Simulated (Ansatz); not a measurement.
# SiO2: optical spectrum from first principles

What colour and refractive index does SiO2 have at this level of theory?

Method: DFT, LDA, plane-wave PAW, default files, scalar-relativistic, independent-particle optical response without local fields, in Ansatz 0.2.0.

## (1) Set-up

Symmetry: C2, No. 5, monoclinic system. Conventional cell: a = 8.515 Å, b = 4.917 Å, c = 5.407 Å, α = 90.00°, β = 90.00°, γ = 90.00°. Si has 4 O at 1.60 to 1.62 Å nearest. Nearest to Si lie 4 O at 1.61 Å. Nearest to O lie 2 Si at 1.61 to 1.62 Å. Nearest to O lie 2 Si at 1.60 to 1.61 Å. Nearest to O lie 2 Si at 1.61 Å. Farther neighbours and most contacts between anions are not listed.

As a file:

```cif
data_structure
_symmetry_space_group_name_H-M 'P 1'
_symmetry_Int_Tables_number 1
_cell_length_a 4.9163
_cell_length_b 4.9163
_cell_length_c 5.4070
_cell_angle_alpha 90.000
_cell_angle_beta 90.000
_cell_angle_gamma 60.010
_cell_volume 113.19
loop_
_atom_site_label
_atom_site_type_symbol
_atom_site_fract_x
_atom_site_fract_y
_atom_site_fract_z
_atom_site_occupancy
Si1 Si 0.00000 0.52990 0.83330 1
Si2 Si 0.52995 0.47005 0.50000 1
Si3 Si 0.47010 0.00000 0.16670 1
O4 O 0.73210 0.85400 0.95070 1
O5 O 0.41390 0.73290 0.28530 1
O6 O 0.14600 0.26790 0.04930 1
O7 O 0.58630 0.14640 0.38070 1
O8 O 0.85360 0.41370 0.61930 1
O9 O 0.26710 0.58610 0.71470 1
```

## (2) Ground state and bands

First the ground state: is it a metal or has it a gap?

This step: DFT, LDA, plane-wave PAW, default files, scalar-relativistic, ground state (Ansatz 0.2.0).

Contents of input.yaml:

```yaml
crystal:
  lattice:
    - [4.2573816869, -2.4585013378, 0.0]
    - [4.2573816869, 2.4585013378, 0.0]
    - [0.0, 0.0, 5.407]
  atoms:
    - { symbol: Si, position: [0.0, 0.5299, 0.8333] }
    - { symbol: Si, position: [0.52995, 0.47005, 0.5] }
    - { symbol: Si, position: [0.4701, 0.0, 0.1667] }
    - { symbol: O, position: [0.7321, 0.854, 0.9507] }
    - { symbol: O, position: [0.4139, 0.7329, 0.2853] }
    - { symbol: O, position: [0.146, 0.2679, 0.0493] }
    - { symbol: O, position: [0.5863, 0.1464, 0.3807] }
    - { symbol: O, position: [0.8536, 0.4137, 0.6193] }
    - { symbol: O, position: [0.2671, 0.5861, 0.7147] }
kpoints:
  mp_grid: { grid: [6, 6, 5] }
  band_path:
    path:
      - [[0.0, 0.0, 0.0], [0.3333673, -0.3333673, 0.0], [0.0, -0.5, 0.0], [0.0, -0.5, -0.5], [0.3333673, -0.3333673, -0.5], [0.0, 0.0, -0.5], [0.0, 0.0, 0.0], [-0.5, -0.5, 0.0], [-0.3333673, -0.6666327, 0.0], [-0.3333673, -0.6666327, -0.5], [-0.5, -0.5, -0.5], [-0.5, -0.5, 0.0]]
      - [[0.0, 0.0, -0.5], [-0.5, -0.5, -0.5]]
    npoints: 4
scf:
  occupations: { method: fermi_dirac, width: 0.05 }
  n_extra_bands: 13
hamiltonian:
  xc: lda
  pseudopotentials: { kind: paw }
output:
  forces: true
  stress: true
  populations: true
  write_bands: true
```

The run is started by

```console
$ ansatz run input.yaml --threads 4 --pin off --max-ram 8192MiB --backend cpu --events-out ev --progress --plain --runs-dir out
```

Planned after this: spectrum. Settings of the main run: response mesh 6×6×4, line width 0.1 eV, cutoff 420 eV, fixed occupations.

What does the calculation give for the gap on the path; least direct gap on the path; electronic dielectric constant ε∞, mean over x, y and z; and absorption onset, first axis?

Light drives vertical transitions, so the absorption sets in only above the least direct gap, 6.07 eV, apart from the broadening. At this level (LDA, independent particles) SiO2 has a mean ε∞ = 2.63 and n = 1.62 at 1550 nm (E ∥ x); absorption sets in near 7.1 eV, and Im ε peaks at 10.0 eV (E ∥ x). The gap is indirect (5.74 eV), so absorption without phonons can begin only at the direct gap of 6.07 eV.

| Item | Value |
| --- | --- |
| gap on the path | 5.74 eV |
| least direct gap on the path | 6.07 eV |
| electronic dielectric constant ε∞, mean over x, y and z (by symmetry where fewer were run) (independent particles) | 2.63 |
| absorption onset, first axis (α over 10⁴ cm⁻¹, or the direct gap if that lies higher) | 7.15 eV |
| main peak of Im epsilon, first axis | 10.0 eV |

The absorption coefficient passes 10⁴ cm⁻¹ only at 7.15 eV, 1.08 eV above the least direct gap: the lowest transitions are weak or forbidden for this polarisation, or few states take part. Distinct maxima of Im ε, read by a parabola through the highest points, lie at 10.05 eV (4.2), 12.01 eV (2.8) and 13.30 eV (2.6) for E ∥ x. The static values by axis are 2.62 (x), 2.63 (y), 2.64 (z). The f-sum over the summed bands holds 25.2 of the cell's 48 electrons outside the frozen cores, 12 of which lie in bands more than 12 eV below the Fermi level, whose transitions come at higher energies. Up to 14 eV the strength has a mean oscillator energy of 10.9 eV, and these transitions give 55 % of ε∞ − 1 along x; the rest comes from higher ones. A film 1 µm thick would pass 89 % of daylight and look colourless in transmission (x = 0.313, y = 0.329). Excitons and phonon-assisted transitions are missing, and so are local fields; LDA gaps are as a rule too small, which pulls the onset down and ε∞ up. In the base run ε includes the program's bounded estimate of what the bands above those summed add.

[Logs are printed without paths, hosts, clocks, repeated set-up lines and the standing remarks that a program may print on its own settings, such as how far it seeks lower states.]

[Hosts, paths, dates, database ids (printed as entryN), source tags and the programs' standing remarks are cut or masked in the printed files.]
